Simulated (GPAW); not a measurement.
Consider ZrCo3B2 (P6/mmm).

```cif
data_structure
_symmetry_space_group_name_H-M 'P 1'
_symmetry_Int_Tables_number 1
_cell_length_a 4.8630
_cell_length_b 4.8630
_cell_length_c 3.0430
_cell_angle_alpha 90.000
_cell_angle_beta 90.000
_cell_angle_gamma 120.000
_cell_volume 62.32
loop_
_atom_site_label
_atom_site_type_symbol
_atom_site_fract_x
_atom_site_fract_y
_atom_site_fract_z
_atom_site_occupancy
Zr1 Zr 0.00000 0.00000 0.00000 1
Co2 Co 0.00000 0.50000 0.50000 1
Co3 Co 0.50000 0.50000 0.50000 1
Co4 Co 0.50000 0.00000 0.50000 1
B5 B 0.66667 0.33333 0.00000 1
B6 B 0.33333 0.66667 0.00000 1
```

Absorber: atom 5, with 6 Co at 2.07 Å (distorted trigonal prismatic, site symmetry -6m2). Method: GPAW, LDA, excited-electron core hole (neutral cell), 18-atom cell with 5.7 Å between holes, 4×4×4 k points, dipole transitions, Gaussian full width 0.9 eV up to 4 eV, rising linearly to 3.5 eV at 25 eV.

What does the B K edge look like?

Main maxima up to 24 eV above the zero (height): 0.9 eV (1.26), 3.3 eV (2.13), 4.5 eV (2.57), 11.6 eV (0.98), 16.2 eV (1.07) and 21.1 eV (0.76). A K edge sees empty p states on the absorber. The total-energy difference is 185.16 eV. The functional leaves an error in such absolute values: in the free atom LDA prices this hole 2.2 eV below PBE (computed apart), and PBE is itself good to a few eV.

The B K spectrum (energy from the lowest empty level; intensity scaled to a mean of 1 over the first 20 eV; polarised curves are means over the symmetry-equivalent atoms):

| E (eV) | isotropic | ε ⊥ c | ε ∥ c |
| --- | --- | --- | --- |
| -2.00 | 0.00 | 0.00 | 0.00 |
| -1.25 | 0.00 | 0.00 | 0.00 |
| -0.50 | 0.10 | 0.09 | 0.13 |
| 0.25 | 0.79 | 0.76 | 0.84 |
| 1.00 | 1.25 | 1.30 | 1.15 |
| 1.75 | 0.93 | 0.87 | 1.07 |
| 2.50 | 1.37 | 1.74 | 0.65 |
| 3.25 | 2.12 | 2.37 | 1.62 |
| 4.00 | 2.16 | 2.43 | 1.62 |
| 4.75 | 2.41 | 2.89 | 1.45 |
| 5.50 | 1.42 | 1.65 | 0.97 |
| 6.25 | 1.02 | 1.13 | 0.79 |
| 7.00 | 0.56 | 0.59 | 0.50 |
| 7.75 | 0.31 | 0.37 | 0.20 |
| 8.50 | 0.36 | 0.44 | 0.20 |
| 9.25 | 0.47 | 0.48 | 0.47 |
| 10.00 | 0.64 | 0.45 | 1.01 |
| 10.75 | 0.85 | 0.39 | 1.77 |
| 11.50 | 0.97 | 0.38 | 2.15 |
| 12.25 | 0.93 | 0.50 | 1.78 |
| 13.00 | 0.83 | 0.60 | 1.31 |
| 13.75 | 0.80 | 0.64 | 1.11 |
| 14.50 | 0.83 | 0.74 | 1.02 |
| 15.25 | 0.96 | 0.94 | 0.99 |
| 16.00 | 1.06 | 1.11 | 0.97 |
| 16.75 | 1.01 | 1.09 | 0.85 |
| 17.50 | 0.82 | 0.91 | 0.66 |
| 18.25 | 0.66 | 0.73 | 0.52 |
| 19.00 | 0.62 | 0.68 | 0.48 |
| 19.75 | 0.68 | 0.76 | 0.50 |
| 20.50 | 0.74 | 0.85 | 0.52 |
| 21.25 | 0.76 | 0.87 | 0.53 |
| 22.00 | 0.71 | 0.80 | 0.55 |
| 22.75 | 0.64 | 0.68 | 0.55 |
| 23.50 | 0.56 | 0.59 | 0.51 |
| 24.25 | 0.51 | 0.54 | 0.44 |
| 25.00 | 0.47 | 0.52 | 0.37 |
| 25.75 | 0.45 | 0.50 | 0.33 |
| 26.50 | 0.44 | 0.49 | 0.33 |
| 27.25 | 0.44 | 0.50 | 0.34 |
| 28.00 | 0.47 | 0.52 | 0.36 |
| 28.75 | 0.49 | 0.54 | 0.39 |
| 29.50 | 0.50 | 0.54 | 0.41 |
| 30.25 | 0.48 | 0.50 | 0.42 |
| 31.00 | 0.44 | 0.45 | 0.42 |
| 31.75 | 0.39 | 0.38 | 0.41 |

The hole lies in one spin channel, while the script sums the empty states of both and takes the lower zero; where the two channels are split, this blurs and shifts the curve. The starting moments shrank to 0.00 μB or less, so this is hardly a magnetic state. The holes are only 5.7 Å apart, so the shape is probably not converged with cell size; no larger cell was run here. The mesh is coarse (0.28 Å⁻¹ between points), so small maxima may be mesh ripples. The structure is a published determination, not relaxed.

[Banner, clock and machine lines of the logs are left out without a mark of their own.]

[Logs are printed without paths, hosts, clocks, repeated set-up lines and the standing remarks that a program may print on its own settings, such as how far it seeks lower states.]

[Hosts, paths, dates, database ids (printed as entryN), source tags and the programs' standing remarks are cut or masked in the printed files.]

[Lists of maxima count a maximum above −3 eV only where it reaches 4 % of the highest in the window and stands out from its surroundings by 2 % of it (1.5 % where it reaches 55 %); shoulders and weaker maxima are passed over, and of the rest the first, up to two pre-edge ones and the few strongest are named.]
